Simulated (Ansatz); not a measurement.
## Twisted graphene monolayer on bilayer, 87.80° (78 atoms): geometry optimisation

How does twisted graphene monolayer on bilayer, 87.80° (78 atoms) relax, and what do bonds, charges and levels look like afterwards?

Program: Ansatz 0.2.0. Level of theory: Kohn-Sham DFT, LDA, PAW (set soft_2), plane waves. Results are calculated unless marked as measured.

## 1. The structure

The cell holds 78 atoms: 78 C. Its edges and angles: a = 8.870 Å, b = 8.870 Å, c = 20.690 Å, α = 90.0°, β = 90.0°, γ = 120.0°. It derives from C (graphene). Graphene (a = 2.46 Å) under graphene (a = 2.46 Å), monolayer on bilayer, commensurate cell of 13 unit cells a layer, twist 87.80 deg; facing planes 3.32, 3.37 Å apart as built; 14 Å of vacuum; minimised with a classical potential. Regions: layer 1, 26 atoms (26 C); layer 2, 26 atoms (26 C); layer 3, 26 atoms (26 C). Vacuum lies along c.

What the set-up can't give: The functional has no dispersion term, which matters for the binding between molecules or layers, where LDA binds through overlap of densities alone.

## 2. Single point at the start

The forces at the start show how far the geometry lies from a minimum of this functional.

input.yaml

```yaml
crystal:
  lattice:
    - [8.8697, 0.0, 0.0]
    - [-4.43485, 7.68139, 0.0]
    - [0.0, 0.0, 20.69]
  atoms:
    - { symbol: C, position: [0.12821, 0.17949, 0.3364] }
    - { symbol: C, position: [0.17949, 0.05128, 0.33636] }
    - { symbol: C, position: [0.20513, 0.48718, 0.3364] }
    - { symbol: C, position: [0.25641, 0.35897, 0.33636] }
    [... 68 atom lines left out ...]
    - { symbol: C, position: [0.79487, 0.28205, 0.66296] }
    - { symbol: C, position: [0.74359, 0.10256, 0.66296] }
    - { symbol: C, position: [0.02564, 0.58974, 0.66293] }
    - { symbol: C, position: [0.97436, 0.41025, 0.66297] }
    - { symbol: C, position: [0.10256, 0.35898, 0.66297] }
    - { symbol: C, position: [0.05128, 0.17949, 0.66295] }
kpoints:
  mp_grid: { grid: [3, 3, 1] }
hamiltonian:
  xc: lda
scf:
  occupations: { method: fermi_dirac, width: 0.05 }
output:
  forces: true
  populations: true
  dos:
    method: { smearing: { sigma: 0.1 } }
    de: 0.1
    projected:
      site_lists:
        C: [C]
        layer_1: [0, 1, 2, 3, 4, 5, 6, 7, 8, 9, 10, 11, 12, 13, 14, 15, 16, 17, 18, 19, 20, 21, 22, 23, 24, 25]
        layer_2: [26, 27, 28, 29, 30, 31, 32, 33, 34, 35, 36, 37, 38, 39, 40, 41, 42, 43, 44, 45, 46, 47, 48, 49, 50, 51]
        layer_3: [52, 53, 54, 55, 56, 57, 58, 59, 60, 61, 62, 63, 64, 65, 66, 67, 68, 69, 70, 71, 72, 73, 74, 75, 76, 77]
  eigenvalues: true
```

Started as:

```
$ ansatz run input.yaml --threads 4 --pin off --max-ram 15872MiB --backend cpu --events-out ev --progress --plain --runs-dir out
```

Elapsed: 51 s, on 4 threads of Arm Neoverse V2, shared host; peak memory 3.8 GiB.

The program notes that positions were snapped to a detected symmetry.

Read from the output:

| Property | Result |
| --- | --- |
| free energy | -18951.5613 eV |
| free energy per atom | -242.9687 eV/atom |
| SCF cycles | 7 |
| r.m.s. force component | 0.01755 eV/Å |
| longest force | 0.05265 eV/Å |
| Fermi energy | 0.9314 eV |
| levels partly filled by over 2 per cent | 4 |
| spilling of the projection | 0.008913 |

The r.m.s. force component of 0.018 eV/Å sets the starting point.

Length of the force by element:

```
element  coordination  atoms  mean length of the force (eV/Å)  spread   least    most
      C           all     78                           0.0268  0.0143  0.0014  0.0526
```

## 3. Relaxation

With the cell held, the atoms are moved downhill towards a nearby minimum.

input.yaml, the sections that differ from step 2:

```yaml
output:
  forces: true
relax:
  f_tol: 0.05
  max_steps: 105
# crystal, kpoints, hamiltonian, scf: as in step 2
```

The job ended after 1.7 min (4 threads; peak memory 3.7 GiB; 6.6 min of CPU time).

Step by step:

```
step  energy less that of the first step (eV)  largest force component (eV/Å)
   1                                   0.0000                          0.0513
   2                                   0.1141                          0.0660
   3                                  -0.0144                          0.0153
   4                                  -0.0154                          0.0147
```

Relaxation step 2 was tried and not accepted.

The atoms that moved most (Å):

```
atom     dx     dy     dz  length
  C2  0.000  0.000  0.054   0.054
  C4  0.000  0.000  0.054   0.054
  C8  0.000  0.000  0.054   0.054
  C6  0.000  0.000  0.054   0.054
 C14  0.000  0.000  0.054   0.054
 C16  0.000  0.000  0.054   0.054
 C12  0.000  0.000  0.054   0.054
 C10  0.000  0.000  0.054   0.054
```

The relaxation changed the energy by -0.197 meV/atom, and atoms moved by 0.039 Å r.m.s., 0.054 Å at most.

## 4. Structure statistics after relaxation

Bonds before and after, by the cutoffs listed below:

```
pair  bonds before  bonds after  mean before (Å)  mean after (Å)  spread before (Å)  spread after (Å)
 C-C           117          117            1.420           1.420              0.000             0.000
```

Normalised to the volume that the atoms fill. Pair distribution function in bins of 0.2 Å:

```
r (Å)  total
 1.40   4.46
 1.60   0.00
 1.80   0.00
 2.00   0.00
 2.20   0.00
 2.40   2.96
 2.60   0.00
 2.80   1.14
 3.00   0.00
 3.20   0.09
 3.40   0.16
 3.60   0.99
 3.80   1.48
 4.00   0.44
 4.20   1.39
 4.40   0.69
 4.60   0.25
 4.80   0.20
 5.00   1.64
 5.20   0.85
 5.40   0.39
 5.60   0.51
 5.80   0.14
 6.00   0.81
 6.20   0.63
 6.40   0.18
 6.60   1.18
 6.80   0.30
```

Bonds by pair of elements; cutoffs follow the first minimum of g(r), held within bounds set by covalent radii, and pairs that aren't listed don't count as bonded:

```
pair A-B  cutoff (Å)  bonds  mean length (Å)  spread (Å)  shortest (Å)  B about A  A about B
     C-C        1.82    117             1.42           0          1.42          3          3
```

How many atoms have how many bonded neighbours:

```
element  mean   3
      C     3  78
```

Bond angles (no mean is given where the spread exceeds 20°):

```
angle  count  mean (°)  spread (°)
C-C-C    234       120           0
```

By these cutoffs all C atoms have 3 bonded neighbours.

## 5. Single point at the relaxed geometry

The electronic structure is read at the final geometry, in a run of its own.

input.yaml

```yaml
crystal:
  lattice:
    - [8.8697, 0.0, 0.0]
    - [-4.43485, 7.68139, 0.0]
    - [0.0, 0.0, 20.69]
  atoms:
    - { symbol: C, position: [0.12821, 0.17949, 0.33894] }
    - { symbol: C, position: [0.17949, 0.05128, 0.33899] }
    - { symbol: C, position: [0.20513, 0.48718, 0.33894] }
    - { symbol: C, position: [0.25641, 0.35897, 0.33899] }
    [... 68 atom lines left out ...]
    - { symbol: C, position: [0.79487, 0.28205, 0.66229] }
    - { symbol: C, position: [0.74359, 0.10256, 0.66228] }
    - { symbol: C, position: [0.02563, 0.58974, 0.66226] }
    - { symbol: C, position: [0.97435, 0.41025, 0.66231] }
    - { symbol: C, position: [0.10257, 0.35898, 0.6623] }
    - { symbol: C, position: [0.05129, 0.17949, 0.66227] }
kpoints:
  mp_grid: { grid: [3, 3, 1] }
hamiltonian:
  xc: lda
scf:
  occupations: { method: fermi_dirac, width: 0.05 }
output:
  forces: true
  populations: true
  dos:
    method: { smearing: { sigma: 0.1 } }
    de: 0.1
    projected:
      site_lists:
        C: [C]
        layer_1: [0, 1, 2, 3, 4, 5, 6, 7, 8, 9, 10, 11, 12, 13, 14, 15, 16, 17, 18, 19, 20, 21, 22, 23, 24, 25]
        layer_2: [26, 27, 28, 29, 30, 31, 32, 33, 34, 35, 36, 37, 38, 39, 40, 41, 42, 43, 44, 45, 46, 47, 48, 49, 50, 51]
        layer_3: [52, 53, 54, 55, 56, 57, 58, 59, 60, 61, 62, 63, 64, 65, 66, 67, 68, 69, 70, 71, 72, 73, 74, 75, 76, 77]
  eigenvalues: true
  write_density: true
  write_potential: true
  volumetric_format: npy
  elf: true
```

It took 56 s on 4 threads; peak memory 3.7 GiB.

The program notes that the exchange-correlation potential is rough where the density is thin.

Read from the output:

```
free energy                                   : -18951.5766 eV
free energy per atom                          : -242.9689 eV/atom
SCF cycles                                    : 7
r.m.s. force component                        : 0.00482 eV/Å
longest force                                 : 0.01538 eV/Å
Fermi energy                                  : 0.9287 eV
levels partly filled by over 2 per cent       : 4
potential in mid-vacuum, over the Fermi level : 4.58 eV
potential 4.5 Å over the upper face           : 4.581 eV
potential 4.5 Å under the lower face          : 4.578 eV
spilling of the projection                    : 0.008861
```

The mean of these charges, 0.035 e, is only the charge that the projection spills.

Löwdin charges by element (they lack the spilled electrons, 0.035 e an atom on average):

```
element  coordination  atoms  mean charge (e)  spread   least    most
      C           all     78           0.0354  0.0031  0.0293  0.0389
```

By region:

```
 region  atoms  mean length of the force (eV/Å)
layer 1     26                            0.003
layer 2     26                            0.009
layer 3     26                            0.009
```

Density of states as counts of states in windows of 1 eV (from the Fermi level), total and the larger projections:

```
from (eV)  to (eV)  total   C p  layer 3  layer 1  layer 2
      -10       -9   12.7  10.6      4.1      4.2      4.3
       -9       -8   16.1  13.5      5.2      5.4      5.4
       -8       -7   26.1  23.3      8.7      8.5      8.6
       -7       -6   35.3  33.8     11.7     11.7     11.6
       -6       -5   30.8  29.6      9.9     10.3     10.4
       -5       -4   21.6  21.3      7.6      7.1      6.8
       -4       -3   21.4  21.2      7.4      7.3      6.7
       -3       -2   16.7  16.6      5.2      5.5      5.9
       -2       -1    9.9   9.8      3.2      3.1      3.5
       -1        0    1.6   1.6      0.5      0.5      0.6
        0        1    1.3   1.2      0.4      0.4      0.4
        1        2   16.1  15.6      5.1      5.5      5.0
        2        3   11.0  10.5      3.3      3.4      3.8
        3        4   12.1  10.0      3.3      3.3      3.4
        4        5   12.1   5.4      2.4      1.5      1.5
```

Between -20 and -10 eV lie 120 more states.

The levels nearest the highest filled one (over half full), pooled over k-points and spins:

```
level less the highest filled one (eV)  occupation
                                 -1.56           2
                                 -1.28           2
                                 -1.26           2
                                 -1.08           2
                                -0.372        2.00
                                     0        1.08
                                0.0099        0.98
                                0.0099        0.98
                                0.0119        0.96
                                 0.408       0.001
                                  1.13           0
                                  1.19           0
```

Planar average of the electrostatic potential energy along the normal, with the Fermi level as zero, after a running mean with a triangular window 4 Å wide at its base:

```
height (Å)  potential energy (eV)
       0.0                   4.58
       0.6                   4.58
       1.1                   4.58
       1.7                   4.58
       2.3                   4.58
       2.9                   4.58
       3.6                   4.56
       4.2                   4.45
       4.7                   3.69
       5.3                   0.98
       5.9                  -2.90
       6.5                  -6.68
       7.0                  -8.54
       7.6                  -6.55
       8.2                  -3.93
       8.8                  -3.30
       9.3                  -4.74
       9.9                  -7.62
      10.6                  -7.77
      11.2                  -4.70
      11.8                  -2.63
      12.4                  -2.92
      12.9                  -5.50
      13.5                  -8.27
      14.1                  -7.57
      14.7                  -4.06
      15.2                  -0.11
      15.8                   3.12
      16.4                   4.36
      17.0                   4.55
      17.7                   4.58
      18.2                   4.58
      18.8                   4.58
      19.4                   4.58
      20.0                   4.58
      20.5                   4.58
```

Löwdin charges run from +0.03 to +0.04 e, about a mean that is the spilled charge alone. Within 0.4 eV of the Fermi level the largest share is C p (100 % of the projected weight). The potential stands 4.58 eV above the Fermi level over the upper face and 4.58 eV under the lower one, a reading of the work function, with no dipole correction.

## 6. What came out

```json
{
 "energy change in the relaxation": "-0.197 meV/atom",
 "r.m.s. displacement": "0.039 Å",
 "largest displacement": "0.054 Å",
 "free energy per atom": "-242.9689 eV/atom",
 "r.m.s. force component": "0.00482 eV/Å",
 "potential in mid-vacuum, over the Fermi level": "4.58 eV",
 "wall time of the 3 DFT runs": "3.5 min"
}
```

**Reading.** Relaxation lowers the energy by 0.197 meV/atom and moves atoms by 0.039 Å r.m.s.; the r.m.s. force component goes from 0.018 to 0.0048 eV/Å. By the final cutoffs no bond was broken or made. First to last step the energy falls by 0.015 eV; the largest move, 0.05 Å, is that of C2, with 12 other atoms within 2 % of it. Counting bonds as in the table, all C atoms have 3 bonded neighbours. No gap is quoted, since levels at the Fermi energy are partly filled. The potential stands 4.58 eV above the Fermi level over the upper face and 4.58 eV under the lower one, a reading of the work function, with no dipole correction.

[Logs are printed without paths, hosts, clocks, repeated set-up lines and the standing remarks that a program may print on its own settings, such as how far it seeks lower states.]

[Hosts, paths, dates, database ids (printed as entryN), source tags and the programs' standing remarks are cut or masked in the printed files.]
